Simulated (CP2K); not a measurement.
Methylthioethylene has these distinct C atoms: C1 (bonded to C and 2 H), C2 (bonded to C, S and H) and C4 (bonded to S and 3 H).

```xyz
10

C     2.0964   -0.3145   -0.4447
C     0.7903   -0.2922   -0.1356
S    -0.2282    1.1319   -0.1869
C    -1.8085    0.4277    0.3540
H     2.6395    0.5760   -0.7612
H     2.6535   -1.2482   -0.3860
H     0.2786   -1.2055    0.1777
H    -2.1562   -0.3456   -0.3426
H    -2.5313    1.2520    0.3562
H    -1.7341    0.0185    1.3693
```

Their partial C K spectra (CP2K XAS_TDP, all-electron GAPW, PBEh(45%), aug-cc-pVDZ, TDA, GW2X-corrected core level, no relativity) are given in random order, each times the number of alike atoms.

Gaussian full width 0.5 eV, oscillator strength per eV, alike atoms added, rows of zeros left out:

```
E (eV)  curve 1  curve 2  curve 3
286.50    0.000    0.000    0.010
286.75    0.000    0.002    0.057
287.00    0.000    0.023    0.084
287.25    0.000    0.086    0.031
287.50    0.000    0.081    0.003
287.75    0.000    0.019    0.000
288.00    0.000    0.001    0.000
289.25    0.002    0.000    0.000
289.50    0.022    0.000    0.003
289.75    0.068    0.005    0.010
290.00    0.052    0.040    0.019
290.25    0.015    0.079    0.028
290.50    0.016    0.044    0.017
290.75    0.023    0.009    0.009
291.00    0.048    0.008    0.010
291.25    0.059    0.011    0.011
291.50    0.033    0.006    0.008
291.75    0.019    0.004    0.008
292.00    0.012    0.003    0.014
292.25    0.014    0.003    0.010
292.50    0.013    0.005    0.007
292.75    0.008    0.006    0.017
293.00    0.006    0.009    0.022
293.25    0.010    0.017    0.014
293.50    0.028    0.019    0.015
293.75    0.053    0.013    0.018
294.00    0.043    0.007    0.010
294.25    0.015    0.007    0.004
294.50    0.008    0.005    0.003
294.75    0.007    0.003    0.005
295.00    0.006    0.003    0.016
295.25    0.004    0.006    0.016
295.50    0.003    0.005    0.004
295.75    0.003    0.005    0.002
296.00    0.003    0.012    0.003
296.25    0.003    0.009    0.003
296.50    0.002    0.003    0.001
296.75    0.001    0.004    0.001
```

Question: Which curve belongs to which atom?

Curve 1: C4 (bonded to S and 3 H), leading line at 289.83 eV (f = 0.039 an atom), ionisation energy 292.78 eV, term value 2.95 eV. Curve 2: C2 (bonded to C, S and H), leading line at 287.36 eV (f = 0.053 an atom), ionisation energy 292.41 eV, term value 5.05 eV. Curve 3: C1 (bonded to C and 2 H), leading line at 286.94 eV (f = 0.046 an atom), ionisation energy 291.72 eV, term value 4.78 eV. The leading line of an atom is its first one with 35 % of the strongest within 2.5 eV of its lowest line over the strength cut. A line lies at the core ionisation energy, which rises as an atom loses charge to its neighbours or to a π system, less the term value, which is large for a low π* or σ* orbital with weight on that atom.

[Banner, clock and machine lines of the logs are left out without a mark of their own.]

[Logs are printed without paths, hosts, clocks, repeated set-up lines and the standing remarks that a program may print on its own settings, such as how far it seeks lower states.]

[Hosts, paths, dates, database ids (printed as entryN), source tags and the programs' standing remarks are cut or masked in the printed files.]
